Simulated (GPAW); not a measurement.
# linear Os chain, spacing 2.823 A: cost and accuracy of the smearing

Wanted: the cheapest choice of the smearing that holds the magnetic results of linear Os chain, spacing 2.823 A.

Method: LDA; plane waves with GPAW's PAW setups, scalar-relativistic, in GPAW 26.7.0.

**1. Starting point**

The cell holds 1 atom: 1 Os. Cell: a = 12.000 Å, b = 12.000 Å, c = 2.823 Å, α = 90.0°, β = 90.0°, γ = 90.0°. model lattice. Vacuum lies along a and b. The structure's axis is c.

**2. Rung 1 (width 0.4 eV), start ferro +**

A wide smearing converges easily but acts like a high temperature on the moments; each rung narrows it.

order1.py

```python
import json
import numpy as np
from ase import Atoms
from ase.parallel import paropen, parprint
from gpaw import GPAW

atoms = Atoms(['Os'],
    cell=[[12.0, 0.0, 0.0],
         [0.0, 12.0, 0.0],
         [0.0, 0.0, 2.823]],
    scaled_positions=[[0.5, 0.5, 0.0]],
    pbc=True,
    magmoms=[1.0])
atoms.calc = GPAW(mode={'name': 'pw', 'ecut': 550},
    xc='LDA',
    kpts={'size': (1, 1, 10), 'gamma': True},
    occupations={'name': 'fermi-dirac', 'width': 0.4},
    convergence={'density': 1e-05, 'energy': 1e-05},
    maxiter=200,
    txt='order1.txt')
e = atoms.get_potential_energy(force_consistent=True)
res = {'free_energy': e, 'energy_sigma0': atoms.get_potential_energy(), 'fermi_energy': atoms.calc.get_fermi_level()}
res['moments'] = atoms.get_magnetic_moments().tolist()
res['total'] = atoms.get_magnetic_moment()
parprint('site moments (muB):', np.round(res['moments'], 3))
parprint(f"total moment: {res['total']:.3f} muB")
parprint(f'free energy: {e:.6f} eV')
atoms.calc.write('order1.gpw')
with paropen('results.json', 'w') as f:
    json.dump(res, f)
```

Started as:

```
OMP_NUM_THREADS=1 python3 order1.py > order1.log
```

The log of the run:

```text
site moments (muB): [1.256]
total moment: 1.602 muB
free energy: -5.867764 eV

--- order1.txt ---
Input parameters:
  mode=PW(ecut=550),
  convergence={'density': 1e-05, 'energy': 1e-05},
  kpts=MonkhorstPack(size=(1, 1, 10), gamma=True),
  maxiter=200,
  occupations=Occupations(name='fermi-dirac', width=0.4),
  xc=XC(name='LDA')

Diagonalizing LCAO Hamiltonian
Converting LCAO to pw mode
        .----------------------------.
       /|                            |
      / |                            |
     /  .----------------------------.
    /  /                            /
   /  /                            /
  /  /                            /
 *  /              Os            /
 | /                            /
 |/                            /
 *----------------------------*

Atoms  # Å, Bohr magnetons
|   | symbol |        x |        y |        z |    initial magnetic moments |
|---|--------|----------|----------|----------|-----------------------------|
| 0 |     Os | 6.000000 | 6.000000 | 0.000000 | ( 0.0000,  0.0000,  1.0000) |

Unit cell  # Å
| periodic |         x |         y |        z |   lengths |    angles |
|----------|-----------|-----------|----------|-----------|-----------|
|      yes | 12.000000 |  0.000000 | 0.000000 | 12.000000 | 90.000000 |
|      yes |  0.000000 | 12.000000 | 0.000000 | 12.000000 | 90.000000 |
|      yes |  0.000000 |  0.000000 | 2.823000 |  2.823000 | 90.000000 |

Number of symmetries: 16

BZ-sampling:
  Number of BZ points: 10
  Number of IBZ points: 6

  Monkhorst-Pack size: [1, 1, 10]
  Monkhorst-Pack shift: [0.0, 0.0, 0.05]

Plane wave coefficients: 11963
Cutoff: 550.0 eV

Spin-components: 2 (collinear spins)
Bands:           12
Projectors:      6
Spin-degeneracy: 1
Datatype:        complex128

Parallelization:
  kpt:    1
  domain: 1
  band:   1

Density:
  Valence electrons: 14.0
  Components: 2
  Grid points: [70 70 16]
  Charge: 0.0  # |e|

Potential:
  Grid points: [70 70 16]

[... setups left out ...]
Reference energy: -468657.151450  # eV

eigensolver:
  PPCG
  Converge bands: occupied
  niter=2

density mixing:
  MSR1-Mixer
  Pratt-step length: 0.05
  Maximum mixing coefficient: 0.75
  Old densities: 10
  SVD Regularization: 0.005
  Good broyden scale: 1.0
  Trust region scale: 1.0
  Backstep threshold: 4.0
  History deletion threshold: 6.0
  Fourier metric: weight=20.0, sigma=0.015

occupation numbers:
  Fermi-Dirac:
    width: 0.4000  # eV

poisson solver:
  ecut: 4400.0  # eV

xc functional:
  name: None

convergence criteria:
- Maximum integral of absolute [dens]ity change: 1e-05 electrons / valence electron
- Maximum [total energy] change in last 3 cyles: 1e-05 eV / valence electron
- Maximum integral of absolute [eigenst]ate change: 4e-08 eV^2 / valence electron
maximum number of iterations: 200

SCF iterations
|iter     |      energy | eigst |  dens |  magmom |
|---------|-------------|-------|-------|---------|
|iter:   1|       0s |   -4.922291 | +0.08 |       |  +1.0008|
|iter:   2|       3s |   -4.917827 | -1.26 | -1.26 |  +1.0003|
|iter:   3|       5s |   -4.897579 | -2.15 | -1.30 |  +0.9939|
|iter:   4|       7s |   -4.904083 | -2.58 | -1.62 |  +1.0005|
|iter:   5|       9s |   -4.909564 | -3.17 | -2.03 |  +1.0193|
|iter:   6|      11s |   -4.917541 | -3.63 | -2.30 |  +1.0678|
|iter:   7|      14s |   -4.925570 | -3.99 | -2.40 |  +1.1393|
|iter:   8|      16s |   -5.001766 | -2.78 | -2.44 |  +1.7443|
|iter:   9|      18s |   -4.959190 | -3.39 | -2.02 |  +1.4242|
|iter:  10|      21s |   -4.992552 | -4.07 | -2.61 |  +1.7087|
|iter:  11|      24s |   -4.979569 | -4.79 | -2.82 |  +1.6026|
|iter:  12|      26s |   -4.980633 | -5.73 | -3.95 |  +1.6117|
|iter:  13|      30s |   -4.979051 | -6.05 | -3.91 |  +1.5988|
|iter:  14|      33s |   -4.979465 | -6.92 | -4.36 |  +1.6023|
|iter:  15|      36s |   -4.979400 | -7.31 | -5.10c|  +1.6018|
|iter:  16|      38s |   -4.979406c| -7.82c| -5.98c|  +1.6018|

Converged in 16 steps
Energy contributions relative to reference atoms: (reference = -468657.151450)

Energy contributions:
  Kinetic:          -8.906738
  Coulomb:           8.326698
  Zero:             -0.233337
  External:          0.000000
  Xc:               -3.277672
  Entropy:          -1.776716
  Spinorbit:         0.000000
  ----------------------------
  Free energy:      -5.867764
  Extrapolated:     -4.979406

dipole moment: (0.000001, 0.000001, -9.970396)  # |e|*Ang

Total magnetic moment: (0.000000, 0.000000, 1.601840)

Local magnetic moments
|        x |        y |        z |
|----------|----------|----------|
| 0.000000 | 0.000000 | 1.255638 |  # Os   0

Fermi level: -4.862
Eigenvalues  # (at kpt = [0.000, 0.000, 0.000])
| band index |      eig [eV] | occ [0-1] |      eig [eV] | occ [0-1] |
|------------|---------------|-----------|---------------|-----------|
|          0 |       -50.054 |     1.000 |       -49.249 |     1.000 |
|          1 |       -50.054 |     1.000 |       -49.249 |     1.000 |
|          2 |       -49.787 |     1.000 |       -49.219 |     1.000 |
|          3 |        -8.989 |     1.000 |        -8.581 |     1.000 |
|          4 |        -6.312 |     0.974 |        -5.567 |     0.853 |
|          5 |        -5.988 |     0.943 |        -5.042 |     0.610 |
|          6 |        -5.988 |     0.943 |        -5.042 |     0.610 |
|          7 |        -4.218 |     0.167 |        -3.480 |     0.031 |
|          8 |        -4.218 |     0.167 |        -3.480 |     0.031 |
|          9 |        -2.090 |     0.001 |        -1.785 |     0.000 |
|         10 |        -2.090 |     0.001 |        -1.785 |     0.000 |
|         11 |         0.401 |     0.000 |         0.438 |     0.000 |

No gap
No difference between direct/indirect transitions
```

Wall time 45 s (1 MPI rank of Intel Xeon Platinum 8488C (Sapphire Rapids), shared host); peak memory 0.34 GiB.

Read from the output:

```yaml
magnetization: 1.602 μB
final_state: ferromagnetic
largest_moment: 1.256 μB
```

After 16 cycles the largest moment stands at 1.26 μB.

**3. Rung 1 (width 0.4 eV), start antiferro q=(0,0,1/2) +-**

The second start gives the energy difference between the two end states, the quantity that is followed up the ladder. Its q is in fractions of the reciprocal vectors of the first run's cell.

order2.py is the script of step 2 with these lines changed:

```diff
@@ -6,12 +6,13 @@
 
-atoms = Atoms(['Os'],
+atoms = Atoms(['Os', 'Os'],
     cell=[[12.0, 0.0, 0.0],
          [0.0, 12.0, 0.0],
-         [0.0, 0.0, 2.823]],
-    scaled_positions=[[0.5, 0.5, 0.0]],
+         [0.0, 0.0, 5.646]],
+    scaled_positions=[[0.5, 0.5, 0.0],
+         [0.5, 0.5, 0.5]],
     pbc=True,
-    magmoms=[1.0])
+    magmoms=[1.0, -1.0])
 atoms.calc = GPAW(mode={'name': 'pw', 'ecut': 550},
     xc='LDA',
-    kpts={'size': (1, 1, 10), 'gamma': True},
+    kpts={'size': (1, 1, 5), 'gamma': True},
     occupations={'name': 'fermi-dirac', 'width': 0.4},
@@ -19,3 +20,3 @@
     maxiter=200,
-    txt='order1.txt')
+    txt='order2.txt')
 e = atoms.get_potential_energy(force_consistent=True)
@@ -27,3 +28,3 @@
 parprint(f'free energy: {e:.6f} eV')
-atoms.calc.write('order1.gpw')
+atoms.calc.write('order2.gpw')
 with paropen('results.json', 'w') as f:
```

Started as:

```
OMP_NUM_THREADS=1 python3 order2.py > order2.log
```

The log of the run:

```text
site moments (muB): [ 1.581 -1.581]
total moment: -0.000 muB
free energy: -11.789996 eV

--- order2.txt ---
Input parameters:
  mode=PW(ecut=550),
  convergence={'density': 1e-05, 'energy': 1e-05},
  kpts=MonkhorstPack(size=(1, 1, 5), gamma=True),
  maxiter=200,
  occupations=Occupations(name='fermi-dirac', width=0.4),
  xc=XC(name='LDA')

Diagonalizing LCAO Hamiltonian
Converting LCAO to pw mode
        .----------------------------.
       /|                            |
      / |                            |
     /  |                            |
    /   |                            |
   /    |                            |
  /     |                            |
 *      .----------Os----------------.
 |     /                            /
 |    /                            /
 |   /                            /
 |  /              Os            /
 | /                            /
 |/                            /
 *----------------------------*

Atoms  # Å, Bohr magnetons
|   | symbol |        x |        y |        z |    initial magnetic moments |
|---|--------|----------|----------|----------|-----------------------------|
| 0 |     Os | 6.000000 | 6.000000 | 0.000000 | ( 0.0000,  0.0000,  1.0000) |
| 1 |     Os | 6.000000 | 6.000000 | 2.823000 | ( 0.0000,  0.0000, -1.0000) |

Number of symmetries: 16

BZ-sampling:
  Number of BZ points: 5
  Number of IBZ points: 3

  Monkhorst-Pack size: [1, 1, 5]
  Monkhorst-Pack shift: [0, 0, 0]

Plane wave coefficients: 23877
Cutoff: 550.0 eV

Spin-components: 2 (collinear spins)
Bands:           21
Projectors:      12
Spin-degeneracy: 1
Datatype:        complex128

[...]
|iter:  20|     116s |  -10.127996c| -7.46c| -4.66 |  -0.0008|
|iter:  21|     121s |  -10.128054c| -7.63c| -4.85 |  -0.0005|
|iter:  22|     123s |  -10.128029c| -7.75c| -4.97 |  -0.0001|
|iter:  23|     127s |  -10.128044c| -8.07c| -5.47c|  -0.0000|

Converged in 23 steps
Energy contributions relative to reference atoms: (reference = -937314.302901)

Energy contributions:
  Kinetic:         -16.639252
  Coulomb:          15.599187
  Zero:             -0.473399
  External:          0.000000
  Xc:               -6.952627
  Entropy:          -3.323905
  Spinorbit:         0.000000
  ----------------------------
  Free energy:     -11.789996
  Extrapolated:    -10.128044

dipole moment: (0.000001, 0.000001, -19.944236)  # |e|*Ang

Total magnetic moment: (0.000000, 0.000000, -0.000036)

Local magnetic moments
|        x |        y |         z |
|----------|----------|-----------|
| 0.000000 | 0.000000 |  1.580940 |  # Os   0
| 0.000000 | 0.000000 | -1.580976 |  # Os   1

Fermi level: -4.780
Eigenvalues  # (at kpt = [0.000, 0.000, 0.000])
| band index |      eig [eV] | occ [0-1] |      eig [eV] | occ [0-1] |
|------------|---------------|-----------|---------------|-----------|
|          0 |       -50.114 |     1.000 |       -50.114 |     1.000 |
|        ... |               |           |               |           |
|          4 |       -49.129 |     1.000 |       -49.129 |     1.000 |
|          5 |       -49.129 |     1.000 |       -49.129 |     1.000 |
|          6 |        -8.786 |     1.000 |        -8.786 |     1.000 |
|          7 |        -6.686 |     0.992 |        -6.686 |     0.992 |
[...]
|         17 |        -1.940 |     0.001 |        -1.940 |     0.001 |
|         18 |        -1.940 |     0.001 |        -1.940 |     0.001 |
|         19 |        -1.487 |     0.000 |        -1.487 |     0.000 |
|         20 |         0.421 |     0.000 |         0.421 |     0.000 |

No gap
No difference between direct/indirect transitions
```

Wall time 2.3 min (1 MPI rank); peak memory 0.56 GiB.

Read from the output:

```yaml
magnetization: 0 μB
final_state: antiferromagnetic
largest_moment: 1.581 μB
```

This start lies -27.2 meV a seeded atom from the first; its largest moment is 1.58 μB.

**4. Rung 2 (width 0.2 eV), start ferro +**

order1.py is the script of step 2 with these lines changed:

```diff
@@ -16,3 +16,3 @@
     kpts={'size': (1, 1, 10), 'gamma': True},
-    occupations={'name': 'fermi-dirac', 'width': 0.4},
+    occupations={'name': 'fermi-dirac', 'width': 0.2},
     convergence={'density': 1e-05, 'energy': 1e-05},
```

Started as:

```
OMP_NUM_THREADS=1 python3 order1.py > order1.log
```

The log of the run:

```text
site moments (muB): [2.196]
total moment: 2.774 muB
free energy: -5.232353 eV

--- order1.txt ---
Input parameters:
  mode=PW(ecut=550),
  convergence={'density': 1e-05, 'energy': 1e-05},
  kpts=MonkhorstPack(size=(1, 1, 10), gamma=True),
  maxiter=200,
  occupations=Occupations(name='fermi-dirac', width=0.2),
  xc=XC(name='LDA')

Diagonalizing LCAO Hamiltonian
Converting LCAO to pw mode
[...]
|          3 |        -8.981 |     1.000 |        -8.284 |     1.000 |
|          4 |        -6.549 |     1.000 |        -5.233 |     0.930 |
[...]
|          8 |        -4.415 |     0.182 |        -3.112 |     0.000 |
|          9 |        -2.176 |     0.000 |        -1.658 |     0.000 |
|         10 |        -2.176 |     0.000 |        -1.658 |     0.000 |
|         11 |         1.703 |     0.000 |         0.450 |     0.000 |

No gap
No difference between direct/indirect transitions


[key lines of the parts left out:]
Free energy:      -5.232353
Converged in 14 steps
dipole moment: (0.000001, 0.000001, -9.986818)  # |e|*Ang
Fermi level: -4.716
```

Elapsed: 60 s, on 1 MPI rank; peak memory 0.34 GiB.

Numbers from this step:

```yaml
magnetization: 2.774 μB
final_state: ferromagnetic
largest_moment: 2.196 μB
```

The largest moment moves by +0.94 μB from rung 1, at 1.4 times its CPU time.

**5. Rung 2 (width 0.2 eV), start antiferro q=(0,0,1/2) +-**

order2.py is the script of step 3 with these lines changed:

```diff
@@ -17,3 +17,3 @@
     kpts={'size': (1, 1, 5), 'gamma': True},
-    occupations={'name': 'fermi-dirac', 'width': 0.4},
+    occupations={'name': 'fermi-dirac', 'width': 0.2},
     convergence={'density': 1e-05, 'energy': 1e-05},
```

Started as:

```
OMP_NUM_THREADS=1 python3 order2.py > order2.log
```

The log of the run:

```text
site moments (muB): [ 2.045 -2.045]
total moment: -0.000 muB
free energy: -10.488001 eV

--- order2.txt ---
Input parameters:
  mode=PW(ecut=550),
  convergence={'density': 1e-05, 'energy': 1e-05},
  kpts=MonkhorstPack(size=(1, 1, 5), gamma=True),
  maxiter=200,
  occupations=Occupations(name='fermi-dirac', width=0.2),
  xc=XC(name='LDA')

Diagonalizing LCAO Hamiltonian
Converting LCAO to pw mode
[...]
|          6 |        -8.689 |     1.000 |        -8.689 |     1.000 |
|          7 |        -6.686 |     1.000 |        -6.686 |     1.000 |
[...]
|         17 |        -1.929 |     0.000 |        -1.929 |     0.000 |
|         18 |        -1.929 |     0.000 |        -1.929 |     0.000 |
|         19 |        -1.415 |     0.000 |        -1.415 |     0.000 |
|         20 |         0.499 |     0.000 |         0.814 |     0.000 |

No gap
No difference between direct/indirect transitions


[key lines of the parts left out:]
Free energy:     -10.488001
Converged in 15 steps
dipole moment: (0.000001, 0.000001, -19.974219)  # |e|*Ang
Fermi level: -4.629
```

Elapsed: 83 s, on 1 MPI rank; peak memory 0.55 GiB.

Numbers from this step:

- magnetization: 0 μB
- final state: antiferromagnetic
- largest moment: 2.045 μB

This start lies -11.6 meV a seeded atom from the first, a change of +15.6 meV since rung 1; its largest moment is 2.05 μB.

**6. Rung 3 (width 0.1 eV), start ferro +**

order1.py is the script of step 4 with these lines changed:

```diff
@@ -16,3 +16,3 @@
     kpts={'size': (1, 1, 10), 'gamma': True},
-    occupations={'name': 'fermi-dirac', 'width': 0.2},
+    occupations={'name': 'fermi-dirac', 'width': 0.1},
     convergence={'density': 1e-05, 'energy': 1e-05},
```

Started as:

```
OMP_NUM_THREADS=1 python3 order1.py > order1.log
```

The log of the run:

```text
site moments (muB): [2.397]
total moment: 2.991 muB
free energy: -5.065442 eV

--- order1.txt ---
Input parameters:
  mode=PW(ecut=550),
  convergence={'density': 1e-05, 'energy': 1e-05},
  kpts=MonkhorstPack(size=(1, 1, 10), gamma=True),
  maxiter=200,
  occupations=Occupations(name='fermi-dirac', width=0.1),
  xc=XC(name='LDA')

Diagonalizing LCAO Hamiltonian
Converting LCAO to pw mode
[...]
|          3 |        -8.970 |     1.000 |        -8.220 |     1.000 |
|          4 |        -6.611 |     1.000 |        -5.211 |     0.995 |
[...]
|          8 |        -4.501 |     0.132 |        -3.042 |     0.000 |
|          9 |        -2.197 |     0.000 |        -1.660 |     0.000 |
|         10 |        -2.197 |     0.000 |        -1.660 |     0.000 |
|         11 |         0.412 |     0.000 |         0.448 |     0.000 |

No gap
No difference between direct/indirect transitions


[key lines of the parts left out:]
Free energy:      -5.065442
Converged in 14 steps
dipole moment: (0.000001, 0.000001, -9.998346)  # |e|*Ang
Fermi level: -4.689
```

The job ended after 49 s (1 MPI rank; peak memory 0.34 GiB).

This step gave:

| Item | Value |
| --- | --- |
| magnetization | 2.991 μB |
| final state | ferromagnetic |
| largest moment | 2.397 μB |

The largest moment moves by +0.20 μB from rung 2, at 0.80 times its CPU time.

**7. Rung 3 (width 0.1 eV), start antiferro q=(0,0,1/2) +-**

order2.py is the script of step 5 with these lines changed:

```diff
@@ -17,3 +17,3 @@
     kpts={'size': (1, 1, 5), 'gamma': True},
-    occupations={'name': 'fermi-dirac', 'width': 0.2},
+    occupations={'name': 'fermi-dirac', 'width': 0.1},
     convergence={'density': 1e-05, 'energy': 1e-05},
```

Started as:

```
OMP_NUM_THREADS=1 python3 order2.py > order2.log
```

The log of the run:

```text
site moments (muB): [ 2.04 -2.04]
total moment: 0.000 muB
free energy: -10.040489 eV

--- order2.txt ---
Input parameters:
  mode=PW(ecut=550),
  convergence={'density': 1e-05, 'energy': 1e-05},
  kpts=MonkhorstPack(size=(1, 1, 5), gamma=True),
  maxiter=200,
  occupations=Occupations(name='fermi-dirac', width=0.1),
  xc=XC(name='LDA')

Diagonalizing LCAO Hamiltonian
Converting LCAO to pw mode
[...]
|          6 |        -8.614 |     1.000 |        -8.614 |     1.000 |
|          7 |        -6.648 |     1.000 |        -6.648 |     1.000 |
[...]
|         17 |        -1.925 |     0.000 |        -1.925 |     0.000 |
|         18 |        -1.925 |     0.000 |        -1.925 |     0.000 |
|         19 |        -1.364 |     0.000 |        -1.364 |     0.000 |
|         20 |         0.854 |     0.000 |         0.829 |     0.000 |

No gap
No difference between direct/indirect transitions


[key lines of the parts left out:]
Free energy:     -10.040489
Converged in 15 steps
dipole moment: (0.000001, 0.000001, -19.981607)  # |e|*Ang
Fermi level: -4.572
```

Wall time 2 min (1 MPI rank); peak memory 0.56 GiB.

This step gave:

```yaml
magnetization: 0 μB
final_state: antiferromagnetic
largest_moment: 2.040 μB
```

This start lies +45.2 meV a seeded atom from the first, a change of +56.8 meV since rung 2; its largest moment is 2.04 μB.

**8. Rung 4 (width 0.05 eV), start ferro +**

order1.py is the script of step 6 with these lines changed:

```diff
@@ -16,3 +16,3 @@
     kpts={'size': (1, 1, 10), 'gamma': True},
-    occupations={'name': 'fermi-dirac', 'width': 0.1},
+    occupations={'name': 'fermi-dirac', 'width': 0.05},
     convergence={'density': 1e-05, 'energy': 1e-05},
```

Started as:

```
OMP_NUM_THREADS=1 python3 order1.py > order1.log
```

The log of the run:

```text
site moments (muB): [2.43]
total moment: 3.015 muB
free energy: -5.021023 eV

--- order1.txt ---
Input parameters:
  mode=PW(ecut=550),
  convergence={'density': 1e-05, 'energy': 1e-05},
  kpts=MonkhorstPack(size=(1, 1, 10), gamma=True),
  maxiter=200,
  occupations=Occupations(name='fermi-dirac', width=0.05),
  xc=XC(name='LDA')

Diagonalizing LCAO Hamiltonian
Converting LCAO to pw mode
[...]
|          3 |        -8.985 |     1.000 |        -8.236 |     1.000 |
|          4 |        -6.635 |     1.000 |        -5.238 |     1.000 |
[...]
|          8 |        -4.556 |     0.045 |        -3.063 |     0.000 |
|          9 |        -2.206 |     0.000 |        -1.676 |     0.000 |
|         10 |        -2.206 |     0.000 |        -1.676 |     0.000 |
|         11 |         0.415 |     0.000 |         0.446 |     0.000 |

No gap
No difference between direct/indirect transitions


[key lines of the parts left out:]
Free energy:      -5.021023
Converged in 15 steps
dipole moment: (0.000001, 0.000001, -10.005728)  # |e|*Ang
Fermi level: -4.709
```

Run time: 47 s. Hardware: 1 MPI rank; peak memory 0.34 GiB.

This step gave:

* magnetization: 3.015 μB
* final state: ferromagnetic
* largest moment: 2.430 μB

The largest moment moves by +0.03 μB from rung 3, at 0.97 times its CPU time.

(Part 1 of 2 ends here.)

[Logs and program files are shortened in this print: banners, set-up blocks, solver, clock and traceback lines can be left out without a mark of their own.]

[Logs are printed without paths, hosts, clocks, repeated set-up lines and the standing remarks that a program may print on its own settings, such as how far it seeks lower states.]

[Hosts, paths, dates, database ids (printed as entryN), source tags and the programs' standing remarks are cut or masked in the printed files.]

[Where a cell is said to come from a database of computed structures, the database is the Materials Project.]
